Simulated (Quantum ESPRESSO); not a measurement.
# E(q) of MnAu from supercells, part 2 of 2

This program has no spiral boundary conditions, so spirals of MnAu are built in supercells. What do they cost, in energy and in time?

Quantum ESPRESSO 7.5; LDA; plane waves with GBRV 1.5 LDA potentials, no spin-orbit coupling, flat spiral in a supercell.

So far: Set-up; Parallel moments, one cell; One turn in 2 cells along the input cell's a; One turn in 3 cells along the input cell's a.

## Step 5: One turn in 4 cells along the input cell's a

Neighbouring cells are turned by 90° in the xy plane; the cell holds 8 atoms.

File pw.in:

```
&CONTROL
  calculation = 'scf'
  prefix = 'pwscf'
  outdir = './tmp'
  pseudo_dir = './pseudo'
  disk_io = 'nowf'
/
&SYSTEM
  ibrav = 0
  celldm(1) = 8
  nat = 8
  ntyp = 7
  ecutwfc = 34
  ecutrho = 238
  nbnd = 132
  occupations = 'smearing'
  smearing = 'fd'
  degauss = 0.00734986
  noncolin = .true.
  starting_magnetization(1) = 0.2333
  angle1(1) = 90
  angle2(1) = 45
  starting_magnetization(2) = 0.2333
  angle1(2) = 90
  angle2(2) = 135
  starting_magnetization(3) = 0.2333
  angle1(3) = 90
  angle2(3) = -135
  starting_magnetization(4) = 0.2333
  angle1(4) = 90
  angle2(4) = -45
  starting_magnetization(5) = 0
  starting_magnetization(6) = 0
  starting_magnetization(7) = 0
/
&ELECTRONS
  conv_thr = 8d-07
  electron_maxstep = 150
  mixing_beta = 0.3
/
ATOMIC_SPECIES
Mn1    54.9380 mn_lda_v1.5.uspp.F.UPF
Mn2    54.9380 mn_lda_v1.5.uspp.F.UPF
Mn3    54.9380 mn_lda_v1.5.uspp.F.UPF
Mn4    54.9380 mn_lda_v1.5.uspp.F.UPF
Au1   196.9666 au_lda_v1.uspp.F.UPF
Au2   196.9666 au_lda_v1.uspp.F.UPF
Au3   196.9666 au_lda_v1.uspp.F.UPF
CELL_PARAMETERS alat
   3.0308921131791    0.0000000000000    0.0000000000000
   0.0000000000000    0.7577230282948    0.0000000000000
   0.0000000000000    0.0000000000000    0.7577230282948
ATOMIC_POSITIONS crystal
Mn1     0.1250000000    0.5000000000    0.5000000000
Mn2     0.3750000000    0.5000000000    0.5000000000
Mn3     0.6250000000    0.5000000000    0.5000000000
Mn4     0.8750000000    0.5000000000    0.5000000000
Au1     0.0000000000    0.0000000000    0.0000000000
Au1     0.2500000000    0.0000000000    0.0000000000
Au2     0.5000000000    0.0000000000    0.0000000000
Au3     0.7500000000    0.0000000000    0.0000000000
K_POINTS automatic
3 4 4 0 0 0
```

Launch:

```
> OMP_NUM_THREADS=1 mpirun -n 2 pw.x -nk 2 -in pw.in > pw.out
```

Log:

```text
     [... lines left out ...]
Program PWSCF v.7.5 starts
     [... lines left out ...]
     number of atoms/cell      =            8
     [... lines left out ...]
     number of electrons       =       104.00
     number of Kohn-Sham states=          132
     kinetic-energy cutoff     =      34.0000  Ry
     charge density cutoff     =     238.0000  Ry
     scf convergence threshold =      8.0E-07
     [... lines left out ...]
     Noncollinear calculation without spin-orbit
     [... lines left out ...]
      2 Sym. Ops. (no inversion) found
     [... lines left out ...]
     number of k points=    28  Fermi-Dirac smearing, width (Ry)=  0.0073
     [... lines left out ...]
     iteration # 13     ecut=    34.00 Ry     beta= 0.30
     [... lines left out ...]
     atom number    1 relative position :    0.3789   0.3789   0.3789
     [... lines left out ...]
     magnetization :          2.755485    2.755665    0.000000
     [... lines left out ...]
     atom number    2 relative position :    1.1366   0.3789   0.3789
[...]
magnetization :         -2.755458    2.755662    0.000000
[...]
atom number    3 relative position :    1.8943   0.3789   0.3789
[...]
magnetization :         -2.755591   -2.755852   -0.000000
[...]
atom number    4 relative position :    2.6520   0.3789   0.3789
[...]
magnetization :          2.755547   -2.755818    0.000000
     [... lines left out ...]
     atom number    5 relative position :    0.0000   0.0000   0.0000
     [... lines left out ...]
     magnetization :          0.086302    0.000006   -0.000000
     [... lines left out ...]
     atom number    6 relative position :    0.7577   0.0000   0.0000
     [... lines left out ...]
     magnetization :          0.000003    0.086308    0.000000
     [... lines left out ...]
     atom number    7 relative position :    1.5154   0.0000   0.0000
     [... lines left out ...]
     magnetization :         -0.086303    0.000005   -0.000000
     [... lines left out ...]
     atom number    8 relative position :    2.2732   0.0000   0.0000
     [... lines left out ...]
     magnetization :          0.000000   -0.086312    0.000000
     [... lines left out ...]
     the Fermi energy is    14.3612 ev
!    total energy              =   -1304.30447414 Ry
     estimated scf accuracy    <       0.00000073 Ry
     smearing contrib. (-TS)   =      -0.00938428 Ry
     [... lines left out ...]
     total magnetization       =    -0.00    -0.00    -0.00 Bohr mag/cell
     absolute magnetization    =    16.88 Bohr mag/cell
     convergence has been achieved in  13 iterations
```

Wall time 14 min (2 MPI ranks of AMD EPYC (Zen 3), shared host); peak memory 0.95 GiB.

Read from the output:

- smearing term TS: 0.1277 eV
- magnetization: 0, 0, 0 μB
- absolute magnetization: 16.88 μB
- final state: non-collinear
- largest moment: 3.897 μB

## Step 6: The spirals together

Spirals:

```
q along the reciprocal vector  energy less that at q = 0 (meV a seeded atom)  largest site moment (μB)  typed angles kept  CPU time (s)
                            0                                              0                      3.92                yes         145.1
                         0.25                                         -43.71                     3.897                yes          1466
                       0.3333                                         -65.17                       3.9                yes         941.6
                          0.5                                         -82.82                     3.868                yes         475.6
```

Table of energy less that at q = 0, self-consistent by path:

```
path (Å⁻¹)  energy less that at q = 0, self-consistent (meV a seeded atom)
     0.000                                                               0
     0.490                                                           -43.7
     0.653                                                           -65.2
     0.979                                                           -82.8
```

## Step 7: What came out

```
lowest point  : q = 0.5 along a*, -82.8 meV a seeded atom
highest point : q = 0, 0 meV a seeded atom
```

The state at q = 0.5 lies 83 meV a seeded atom under the parallel one, with neighbouring cells opposed. The moment changes by 1.3 % between the spirals. The cell of 4 repeats took 10 times the CPU time of the single cell, though its mesh is shorter in proportion. Here a and a* are vectors of the cell in the input, which need not be the conventional cell, and only this direction was probed. The mesh is coarse, so differences of some ten meV can be noise in a metal. Energies are free energies at an electronic temperature of 1160 K, which lowers moments and differences where the moments are itinerant. The cutoff lies under the 40 Ry that these files are usually run at.

[Logs and program files are shortened in this print: banners, set-up blocks, solver, clock and traceback lines can be left out without a mark of their own.]

[Logs are printed without paths, hosts, clocks, repeated set-up lines and the standing remarks that a program may print on its own settings, such as how far it seeks lower states.]

[Hosts, paths, dates, database ids (printed as entryN), source tags and the programs' standing remarks are cut or masked in the printed files.]

[Where a cell is said to come from a database of computed structures, the database is the Materials Project.]
